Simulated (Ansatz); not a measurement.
# The perfect GaSb wire along [110], 6 atoms a period, H-terminated

What gap, if any, does the GaSb wire along [110], 6 atoms a period, H-terminated have, and how does it change with the functional?

Method: DFT PBE, plane waves, PAW; relaxation of a wire's period; PAW set soft_1, in the first sound run; inputs show where later runs differ, in Ansatz 0.2.0.

**1. Starting point**

The cell holds 14 atoms: 3 Sb, 8 H and 3 Ga. Cell: a = 13.380 Å, b = 14.049 Å, c = 4.391 Å, α = 90.0°, β = 90.0°, γ = 90.0°. Vacuum lies along a and b. The structure's axis is c.

**2. Relaxation of atoms and period**

Band widths follow the bond lengths, so the wire is relaxed first. The atoms and the third cell vector are free; the box across stays fixed as vacuum. A Fermi-Dirac smearing is set since the result may be a metal. The pressure printed is a third of the stress's trace over the whole box, vacuum included; only the stress along the axis is relaxed.

input.yaml reads:

```yaml
crystal:
  lattice:
    - [13.38, 0.0, 0.0]
    - [0.0, 14.049, 0.0]
    - [0.0, 0.0, 4.3911331112]
  atoms:
    - { symbol: Sb, position: [0.32962354, 0.499995414, 0.0] }
    - { symbol: H, position: [0.377477545, 0.748100699, 0.0] }
    - { symbol: Ga, position: [0.445654931, 0.656274619, 0.0] }
    - { symbol: Ga, position: [0.445654931, 0.343716209, 0.0] }
    - { symbol: H, position: [0.745895097, 0.499995414, 0.206211457] }
    - { symbol: H, position: [0.254110613, 0.499995414, 0.325398702] }
    - { symbol: Sb, position: [0.561686321, 0.656274619, 0.5] }
    - { symbol: Sb, position: [0.561686321, 0.343716209, 0.5] }
    - { symbol: H, position: [0.637199248, 0.757980721, 0.5] }
    - { symbol: H, position: [0.637199248, 0.242010107, 0.5] }
    - { symbol: Ga, position: [0.677717711, 0.499995414, 0.5] }
    - { symbol: H, position: [0.254110613, 0.499995414, 0.674601298] }
    - { symbol: H, position: [0.745895097, 0.499995414, 0.793788543] }
    - { symbol: H, position: [0.377477545, 0.251890129, 0.0] }
kpoints:
  mp_grid: { grid: [1, 1, 19] }
scf:
  occupations: { method: fermi_dirac, width: 0.05 }
hamiltonian:
  xc: pbe
  pseudopotentials: { kind: paw, azcp: { folder: soft_1 } }
relax:
  cell: { fix: [a, b, alpha, beta, gamma] }
  max_steps: 45
  f_tol: 0.03
```

Run with:

```
$ ansatz run input.yaml --threads 4 --pin off --max-ram 16384MiB --backend cpu --events-out ev --progress --plain --runs-dir out
```

Numbers of over 12 decimals in the logs are rounded to 6 here.

Output:

```text
Engine: ansatz 0.2.0, aarch64-unknown-linux-gnu
Pseudopotentials: kind: paw
Pseudopotential: Sb, paw, valence charge 15, recommended cutoff 420 eV (normal), soft_1/Sb.paw.azcp
Pseudopotential: H, paw, valence charge 1, recommended cutoff 420 eV (normal), soft_1/H.paw.azcp
Pseudopotential: Ga, paw, valence charge 13, recommended cutoff 420 eV (normal), soft_1/Ga.paw.azcp
Functional definition: PBE
  parameter kappa = 0.804
  parameter beta = 0.066725
  exchange = pbe_x(kappa = kappa, mu = beta*pi^2/3)
  correlation = pbe_c(beta = beta)
Crystal: 14 atoms, lattice volume = 825.426 Å³
Basis set: ecut = 420 eV, 16169 PW (Γ), exchange–correlation on 180×192×60 points (8 copies of the dense FFT grid, shifted against one another)
Bands: 60, of which v1, the nominal top of the filled ones, is band 46 counted from 1 (45 counted from 0)
Symmetry: 4 space group operations
Space group: Pmm2 (ITA 25), of the structure as read, at distance tolerance 9.4e-5 Å
k-points: 10 of 19
Non-local potential: Sb, projectors of the file, l = 0: 2, l = 1: 2, l = 2: 2, l = 3: 1
Non-local potential: H, projectors of the file, l = 0: 2, l = 1: 1
Non-local potential: Ga, projectors of the file, l = 0: 2, l = 1: 2, l = 2: 3, l = 3: 1
PAW form: soft (Blöchl's): semilocal exchange-correlation on the pseudo side does not see the compensation charge
PAW one-centre angular grid: Sb, 590 points (default); XC on 64 Gauss nodes
PAW one-centre angular grid: H, 110 points (default); XC on 64 Gauss nodes
PAW one-centre angular grid: Ga, 590 points (default); XC on 64 Gauss nodes
Initial density: superposition of atomic densities (neutral atoms: chi_scale 0, normalization atom)
Initial wavefunctions: pseudopotential atomic-orbital guess
Functional: x = pbe(κ = 0.804, μ = 0.219515), c = pbe(β = 0.066725)
SCF iter   1: F=—  HF=-30929.349747 eV  |F-HF|=—  |Δ(HF+E_count)|=         —  Δρ=3.04e-2  dr2=8.38e0  ethr=3.10e-3  ⟨swp⟩=7.6  Hψ=2723  notcnv=0  defer=9
preconditioner: auto → Resta (q_TF=auto, 1.893 Å⁻¹)  ε∞=1.6  [insulator: Δε(μ)=1.776 eV  Ē_g=13.305 eV  σ=0.050 eV  W_gap=1.00  n_scr=94 (ndim 8)  ℏωp=10.2 eV  f_vac=0.622  D(μ)=0.00/eV (n_scr^D=0)  ε∞_Penn≈1.6  vacuum switching on, ρ_ref=1.3e-2 e/Å³]
SCF iter   2: F=—  HF=-30926.984554 eV  |F-HF|=—  |Δ(HF+E_count)|=    2.37e0  Δρ=1.17e-2  dr2=1.28e0  ethr=3.10e-3  ⟨swp⟩=3.8  Hψ=973  notcnv=0  defer=81
SCF iter   3: F=—  HF=-30926.742613 eV  |F-HF|=—  |Δ(HF+E_count)|=   2.42e-1  Δρ=4.15e-3  dr2=3.41e-1  ethr=1.39e-3  ⟨swp⟩=4.1  Hψ=1217  notcnv=0  defer=79
SCF iter   4: F=—  HF=-30926.670019 eV  |F-HF|=—  |Δ(HF+E_count)|=   7.26e-2  Δρ=1.38e-3  dr2=2.10e-2  ethr=3.70e-4  ⟨swp⟩=4.0  Hψ=985  notcnv=0  defer=79
SCF iter   5: F=—  HF=-30926.669845 eV  |F-HF|=—  |Δ(HF+E_count)|=   1.74e-4  Δρ=4.74e-4  dr2=1.90e-3  ethr=2.29e-5  ⟨swp⟩=3.5  Hψ=956  notcnv=0  defer=74
SCF iter   6: F=—  HF=-30926.670139 eV  |F-HF|=—  |Δ(HF+E_count)|=   2.94e-4  Δρ=1.77e-4  dr2=2.71e-4  ethr=2.06e-6  ⟨swp⟩=2.0  Hψ=658  notcnv=0  defer=74
SCF iter   7: F=—  HF=-30926.670267 eV  |F-HF|=—  |Δ(HF+E_count)|=   1.28e-4  Δρ=5.52e-5  dr2=3.01e-5  ethr=2.94e-7  ⟨swp⟩=2.0  Hψ=686  notcnv=0  defer=74
SCF iter   8: F=—  HF=-30926.670223 eV  |F-HF|=—  |Δ(HF+E_count)|=   4.36e-5  Δρ=1.75e-5  dr2=2.74e-6  ethr=3.27e-8  ⟨swp⟩=2.0  Hψ=848  notcnv=0  defer=74
SCF iter   9: F=—  HF=-30926.670225 eV  |F-HF|=—  |Δ(HF+E_count)|=   1.97e-6  Δρ=5.56e-6  dr2=3.23e-7  ethr=2.98e-9  ⟨swp⟩=2.8  Hψ=948  notcnv=0  defer=74
SCF iter  10: F=-30926.670226 eV  HF=-30926.670226 eV  |F-HF|=2.07e-9  |Δ(HF+E_count)|=   4.80e-7  Δρ=2.41e-6  dr2=4.12e-8  ethr=1.09e-10  ⟨swp⟩=5.0  Hψ=2229  notcnv=0
SCF 1 converged in 10 iterations: F = -30926.670226 eV  dr2 = 4.12e-8
  greatest PAW one-centre occupation: 0.995 electrons in one spin orbital (limit 2), on the Sb atom at site 0 (counted from 0), in its partial waves of l = 2
relax step   1: F+E_penalty+E_count = -30926.67022565 eV  Δ(F+E_penalty+E_count) = +0.000e0 eV  max|allowed force component| = 1.242e0 eV/Å  Δτ_max = 0.0000 Å  P = -0.159 GPa  Ω = 825.426 Å³  fix = [a, b, alpha, beta, gamma]  reactions: a -0.395, b -0.343 GPa  (10 SCF iters, dr2 threshold 1.00e-7 eV, accepted)
Crystal: 14 atoms, lattice volume = 832.164 Å³
Basis set: ecut = 420 eV, 16345 PW (Γ), exchange–correlation on 180×192×60 points (8 copies of the dense FFT grid, shifted against one another)
Initial density: handed on by an earlier stage of this run
Initial wavefunctions: those handed on with the density
iter 1 solved again at ethr=6.55e-4 eV; its pass at ethr=3.10e-3 eV (dr2=6.03e-1 eV) is discarded
SCF iter   1: F=—  HF=-30927.456851 eV  |F-HF|=—  |Δ(HF+E_count)|=         —  Δρ=9.97e-3  dr2=6.03e-1  ethr=6.55e-4  ⟨swp⟩=3.1  Hψ=3234  notcnv=0
preconditioner: auto → Resta (q_TF=auto, 1.890 Å⁻¹)  ε∞=1.6  [insulator: Δε(μ)=1.355 eV  Ē_g=13.048 eV  σ=0.050 eV  W_gap=1.00  n_scr=94 (ndim 8)  ℏωp=10.1 eV  f_vac=0.669  D(μ)=0.00/eV (n_scr^D=0)  ε∞_Penn≈1.6  vacuum switching on, ρ_ref=1.2e-2 e/Å³]
SCF iter   2: F=—  HF=-30927.326932 eV  |F-HF|=—  |Δ(HF+E_count)|=   1.30e-1  Δρ=4.98e-3  dr2=1.06e-1  ethr=6.55e-4  ⟨swp⟩=4.9  Hψ=1145  notcnv=0  defer=6
SCF iter   3: F=—  HF=-30927.323586 eV  |F-HF|=—  |Δ(HF+E_count)|=   3.35e-3  Δρ=1.48e-3  dr2=3.52e-2  ethr=1.16e-4  ⟨swp⟩=3.7  Hψ=1159  notcnv=0  defer=61
SCF iter   4: F=—  HF=-30927.316890 eV  |F-HF|=—  |Δ(HF+E_count)|=   6.70e-3  Δρ=3.90e-4  dr2=1.39e-3  ethr=3.82e-5  ⟨swp⟩=2.9  Hψ=747  notcnv=0  defer=61
SCF iter   5: F=—  HF=-30927.316882 eV  |F-HF|=—  |Δ(HF+E_count)|=   8.43e-6  Δρ=1.06e-4  dr2=1.21e-4  ethr=1.51e-6  ⟨swp⟩=2.0  Hψ=919  notcnv=0  defer=61
SCF iter   6: F=—  HF=-30927.316876 eV  |F-HF|=—  |Δ(HF+E_count)|=   5.66e-6  Δρ=4.20e-5  dr2=1.09e-5  ethr=1.32e-7  ⟨swp⟩=2.0  Hψ=849  notcnv=0  defer=61
SCF iter   7: F=-30927.316881 eV  HF=-30927.316880 eV  |F-HF|=6.80e-7  |Δ(HF+E_count)|=   4.19e-6  Δρ=1.31e-5  dr2=9.79e-7  ethr=1.52e-9  ⟨swp⟩=5.0  Hψ=2330  notcnv=0
SCF 2 converged in 7 iterations: F = -30927.316881 eV  dr2 = 9.79e-7
relax step   2: F+E_penalty+E_count = -30927.31688077 eV  Δ(F+E_penalty+E_count) = -6.467e-1 eV  max|allowed force component| = 5.446e-1 eV/Å  Δτ_max = 0.1950 Å  P = -0.100 GPa  Ω = 832.164 Å³  energy of the carried Pulay correction = -8.128e-4 eV  fix = [a, b, alpha, beta, gamma]  reactions: a -0.272, b -0.069 GPa  (7 SCF iters, dr2 threshold 1.40e-6 eV, accepted)
Crystal: 14 atoms, lattice volume = 842.535 Å³
Basis set: ecut = 420 eV, 16561 PW (Γ), exchange–correlation on 180×192×60 points (8 copies of the dense FFT grid, shifted against one another)
iter 1 solved again at ethr=5.06e-5 eV; its pass at ethr=3.10e-3 eV (dr2=4.66e-2 eV) is discarded
SCF iter   1: F=—  HF=-30927.386103 eV  |F-HF|=—  |Δ(HF+E_count)|=         —  Δρ=2.82e-3  dr2=4.77e-2  ethr=5.06e-5  ⟨swp⟩=2.4  Hψ=2830  notcnv=0
preconditioner: auto → Resta (q_TF=auto, 1.886 Å⁻¹)  ε∞=1.6  [insulator: Δε(μ)=1.942 eV  Ē_g=13.218 eV  σ=0.050 eV  W_gap=1.00  n_scr=94 (ndim 8)  ℏωp=10.1 eV  f_vac=0.671  D(μ)=0.00/eV (n_scr^D=0)  ε∞_Penn≈1.6  vacuum switching on, ρ_ref=1.3e-2 e/Å³]
SCF iter   2: F=—  HF=-30927.378933 eV  |F-HF|=—  |Δ(HF+E_count)|=   7.17e-3  Δρ=1.30e-3  dr2=7.96e-3  ethr=5.06e-5  ⟨swp⟩=3.1  Hψ=896  notcnv=0
SCF iter   3: F=—  HF=-30927.378943 eV  |F-HF|=—  |Δ(HF+E_count)|=   1.08e-5  Δρ=4.00e-4  dr2=2.21e-3  ethr=8.65e-6  ⟨swp⟩=2.0  Hψ=1060  notcnv=0
SCF iter   4: F=—  HF=-30927.378577 eV  |F-HF|=—  |Δ(HF+E_count)|=   3.66e-4  Δρ=8.71e-5  dr2=8.37e-5  ethr=2.41e-6  ⟨swp⟩=2.3  Hψ=781  notcnv=0
SCF iter   5: F=—  HF=-30927.378553 eV  |F-HF|=—  |Δ(HF+E_count)|=   2.45e-5  Δρ=3.01e-5  dr2=9.23e-6  ethr=9.10e-8  ⟨swp⟩=2.0  Hψ=910  notcnv=0
SCF iter   6: F=-30927.378554 eV  HF=-30927.378553 eV  |F-HF|=3.54e-7  |Δ(HF+E_count)|=   7.17e-7  Δρ=1.07e-5  dr2=9.19e-7  ethr=1.52e-9  ⟨swp⟩=5.0  Hψ=2330  notcnv=0
SCF 3 converged in 6 iterations: F = -30927.378554 eV  dr2 = 9.19e-7
relax step   3: F+E_penalty+E_count = -30927.37855362 eV  Δ(F+E_penalty+E_count) = -6.167e-2 eV  max|allowed force component| = 9.286e-2 eV/Å  Δτ_max = 0.0983 Å  P = +0.070 GPa  Ω = 842.535 Å³  energy of the carried Pulay correction = -2.051e-3 eV  fix = [a, b, alpha, beta, gamma]  reactions: a +0.038, b -0.000 GPa  (6 SCF iters, dr2 threshold 1.40e-6 eV, accepted)
[...]
relax step   4: F+E_penalty+E_count = -30927.38460039 eV  Δ(F+E_penalty+E_count) = -6.047e-3 eV  max|allowed force component| = 5.021e-2 eV/Å  Δτ_max = 0.0258 Å  P = +0.020 GPa  Ω = 846.199 Å³  energy of the carried Pulay correction = -2.485e-3 eV  fix = [a, b, alpha, beta, gamma]  reactions: a +0.005, b +0.019 GPa  (6 SCF iters, dr2 threshold 5.39e-7 eV, accepted)
[...]
relax step   5: F+E_penalty+E_count = -30927.38485150 eV  Δ(F+E_penalty+E_count) = -2.511e-4 eV  max|allowed force component| = 4.632e-3 eV/Å  Δτ_max = 0.0046 Å  P = +0.002 GPa  Ω = 847.542 Å³  energy of the carried Pulay correction = -2.643e-3 eV  fix = [a, b, alpha, beta, gamma]  reactions: a -0.004, b +0.002 GPa  (5 SCF iters, dr2 threshold 1.58e-7 eV, accepted)
Basis set: ecut = 420 eV, 16653 PW (Γ), exchange–correlation on 180×192×64 points (8 copies of the dense FFT grid, shifted against one another)
Initial wavefunctions: pseudopotential atomic-orbital guess (no wavefunctions were taken with the density)
iter 1 solved again at ethr=1.05e-6 eV; its pass at ethr=3.10e-3 eV (dr2=9.66e-4 eV) is discarded
SCF iter   1: F=—  HF=-30927.372627 eV  |F-HF|=—  |Δ(HF+E_count)|=         —  Δρ=1.61e-4  dr2=6.02e-6  ethr=1.05e-6  ⟨swp⟩=3.5  Hψ=4399  notcnv=0
preconditioner: auto → Resta (q_TF=auto, 1.884 Å⁻¹)  ε∞=1.6  [insulator: Δε(μ)=2.006 eV  Ē_g=13.192 eV  σ=0.050 eV  W_gap=1.00  n_scr=94 (ndim 8)  ℏωp=10.0 eV  f_vac=0.670  D(μ)=0.00/eV (n_scr^D=0)  ε∞_Penn≈1.6  vacuum switching on, ρ_ref=1.3e-2 e/Å³]
SCF iter   2: F=—  HF=-30927.382760 eV  |F-HF|=—  |Δ(HF+E_count)|=   1.01e-2  Δρ=8.10e-5  dr2=1.92e-6  ethr=6.55e-9  ⟨swp⟩=3.0  Hψ=1088  notcnv=0
SCF iter   3: F=—  HF=-30927.387434 eV  |F-HF|=—  |Δ(HF+E_count)|=   4.67e-3  Δρ=1.41e-5  dr2=7.42e-7  ethr=2.09e-9  ⟨swp⟩=3.0  Hψ=1128  notcnv=0
SCF iter   4: F=—  HF=-30927.387674 eV  |F-HF|=—  |Δ(HF+E_count)|=   2.40e-4  Δρ=1.80e-6  dr2=3.81e-8  ethr=8.07e-10  ⟨swp⟩=2.0  Hψ=910  notcnv=0
SCF iter   5: F=—  HF=-30927.387676 eV  |F-HF|=—  |Δ(HF+E_count)|=   1.95e-6  Δρ=9.58e-7  dr2=4.91e-9  ethr=4.15e-11  ⟨swp⟩=2.0  Hψ=727  notcnv=0
SCF iter   6: F=—  HF=-30927.387679 eV  |F-HF|=—  |Δ(HF+E_count)|=   2.68e-6  Δρ=3.02e-7  dr2=1.76e-9  ethr=5.34e-12  ⟨swp⟩=3.6  Hψ=1275  notcnv=0
SCF iter   7: F=-30927.387679 eV  HF=-30927.387679 eV  |F-HF|=6.91e-11  |Δ(HF+E_count)|=   1.73e-8  Δρ=7.69e-8  dr2=4.44e-11  ethr=1.00e-12  ⟨swp⟩=4.0  Hψ=2504  notcnv=0
SCF 6 converged in 7 iterations: F = -30927.387679 eV  dr2 = 4.44e-11
relax step   6: F+E_penalty+E_count = -30927.38767906 eV  Δ(F+E_penalty+E_count) = -2.828e-3 eV  max|allowed force component| = 4.831e-3 eV/Å  Δτ_max = 0.0000 Å  P = +0.004 GPa  Ω = 847.542 Å³  fix = [a, b, alpha, beta, gamma]  reactions: a -0.003, b +0.003 GPa  stress off target by 1.21e-2 GPa on what of the cell is left free  SCF on the basis re-selected at this cell (its energy is not comparable with the rows above)  (7 SCF iters)
basis re-selected at this cell: Δ(F+E_penalty+E_count) = -2.828e-3 eV, ΔP = +0.002 GPa vs the last step (what re-selecting the basis moved, of the pressure what is left beyond the Pulay correction that the steps carried, after the strain that the cell walked since its last selection, with what the two solves' SCF thresholds leave and, on support functions, any second-order correction that the steps lacked; it is no measure of the basis error at this ecutwfc). The dense FFT grid was sized anew with the basis: this SCF ran on 90×96×32 points, the steps before it on 90×96×30, so part of this shift can come from that change (see relax.cell in the input reference). [rest of the remark cut]
SCF converged after 7 iterations
Free energy (F): -30927.387679 eV
Harris-Foulkes:  -30927.387679 eV  (|F-HF|=6.91e-11)
Internal energy: -30927.387679 eV  (E = F + TS)
E sigma→0 (E₀):  -30927.387679 eV
Fermi energy:    -1.740366 eV
--- Per-component energies (eV) ---
  E_band       = -1628.285937
  E_kinetic    = 924.517290
  E_local      = -32208.151467  (includes V_loc(G=0)·N_el)
  E_nonlocal   = 898.673701
  E_hartree    = 15793.656337
  E_xc         = -549.913886
  E_vxc        = -521.847786  (∫ρ·V_xc dr)
  E_paw        = -19616.365506  (= ΣΔE_a)
  E_vpaw       = -2308.782924  (= ΣTr[D̂ρ^β])
  E_aug_tail   = -0.007515  (compensation charges beyond the density's cutoff)
  E_ewald      = 3830.203366
  E_smearing   = -0.000000  (= −TS)
  E_closure    = -0.000000  (closes the sum)
  Σ components = -30927.387679   (vs F -30927.387679, Δ=0.00e0)
--- Forces (eV/Å), atoms counted from 1 ---
  atom   1  Sb     0.00218653    -0.00000000     0.00000000
  atom   2  H     -0.00003405    -0.00025976    -0.00000000
  atom   3  Ga     0.00011142     0.00132754     0.00000000
  atom   4  Ga     0.00011142    -0.00132754    -0.00000000
  atom   5  H      0.00133900    -0.00000000    -0.00140660
  atom   6  H      0.00013037    -0.00000000    -0.00284527
  atom   7  Sb    -0.00341943     0.00483132    -0.00000000
  atom   8  Sb    -0.00341943    -0.00483132    -0.00000000
  atom   9  H      0.00198261    -0.00350150     0.00000000
  atom  10  H      0.00198261     0.00350150     0.00000000
  atom  11  Ga    -0.00240680     0.00000000    -0.00000000
  atom  12  H      0.00013037    -0.00000000     0.00284527
  atom  13  H      0.00133900    -0.00000000     0.00140660
  atom  14  H     -0.00003405     0.00025976     0.00000000
  max |Σ_I F_I| component: 4.20e-7 eV/Å
--- Stress (GPa, compression-positive) ---
       -0.002795      -0.000000      -0.000000
       -0.000000       0.003170       0.000000
       -0.000000       0.000000       0.012065
  P = ⅓ Tr σ = 0.0041 GPa (0.041 kbar)
--- Relaxed structure (5 steps of the walk, 5 accepted, 1 SCFs on fresh bases) ---
  F+E_penalty+E_count = -30927.38767906 eV   max|allowed force component| = 4.831e-3 eV/Å   (the final SCF, on the basis selected at the relaxed cell)
  cell:  # Å, volume = 847.5421 Å³
    - [13.38, 0, 0]
    - [0, 14.049, 0]
    - [0, 0, 4.508788]
  atoms:
    - { symbol: Sb, position: [0.348151, 0.499995, 0] }
    - { symbol: H, position: [0.371721, 0.753957, 0] }
    - { symbol: Ga, position: [0.447342, 0.668955, 0] }
    - { symbol: Ga, position: [0.447342, 0.331036, 0] }
    - { symbol: H, position: [0.743248, 0.499995, 0.192665] }
    - { symbol: H, position: [0.261971, 0.499995, 0.280153] }
    - { symbol: Sb, position: [0.556500, 0.645485, 0.5] }
    - { symbol: Sb, position: [0.556500, 0.354505, 0.5] }
    - { symbol: H, position: [0.625309, 0.748494, 0.5] }
    - { symbol: H, position: [0.625309, 0.251497, 0.5] }
    - { symbol: Ga, position: [0.691060, 0.499995, 0.5] }
    - { symbol: H, position: [0.261971, 0.499995, 0.719847] }
    - { symbol: H, position: [0.743248, 0.499995, 0.807335] }
    - { symbol: H, position: [0.371721, 0.246034, 0] }
```

It took 71 s on 4 threads of Arm Neoverse V1, shared host; peak memory 1.5 GiB.

Step by step:

```tsv
step	energy less that of the first step (eV)	largest force component (eV/Å)	pressure (GPa)	volume (Å³)
1	0.0000	1.2417	-0.16	825.43
2	-0.6467	0.5446	-0.10	832.16
3	-0.7083	0.0929	0.07	842.53
4	-0.7144	0.0502	0.02	846.20
5	-0.7146	0.0046	0.00	847.54
6*	-0.7175	0.0048	0.00	847.54
```

Relaxation steps marked * repeat the geometry before them on a plane-wave basis chosen anew for their cell, so energy and pressure can jump there.

Forces are held to the 4 operations that the run works with; a distortion that breaks them can't arise in this run.

```tsv
cell as run	before	after	change
c (Å)	4.391	4.509	+2.7 %
```

The atoms that moved most (Å, along periodic axes as changes of fractional coordinates times the final cell, across vacuum about the mean position):

```tsv
atom	dx	dy	dz	length
Sb1	0.248	0.000	0.000	0.248
H12	0.105	0.000	0.204	0.230
H6	0.105	0.000	-0.204	0.230
H10	-0.159	0.133	0.000	0.208
H9	-0.159	-0.133	0.000	0.208
Ga4	0.023	-0.178	0.000	0.180
Ga3	0.023	0.178	0.000	0.180
Ga11	0.179	0.000	0.000	0.179
```

Numbers from this step:

* cell length along the wire: 4.509 Å

The cell's length comes to 4.509 Å with spin left out.

(Continued in part 2 of 2.)

[Logs are printed without paths, hosts, clocks, repeated set-up lines and the standing remarks that a program may print on its own settings, such as how far it seeks lower states.]

[Hosts, paths, dates, database ids (printed as entryN), source tags and the programs' standing remarks are cut or masked in the printed files.]
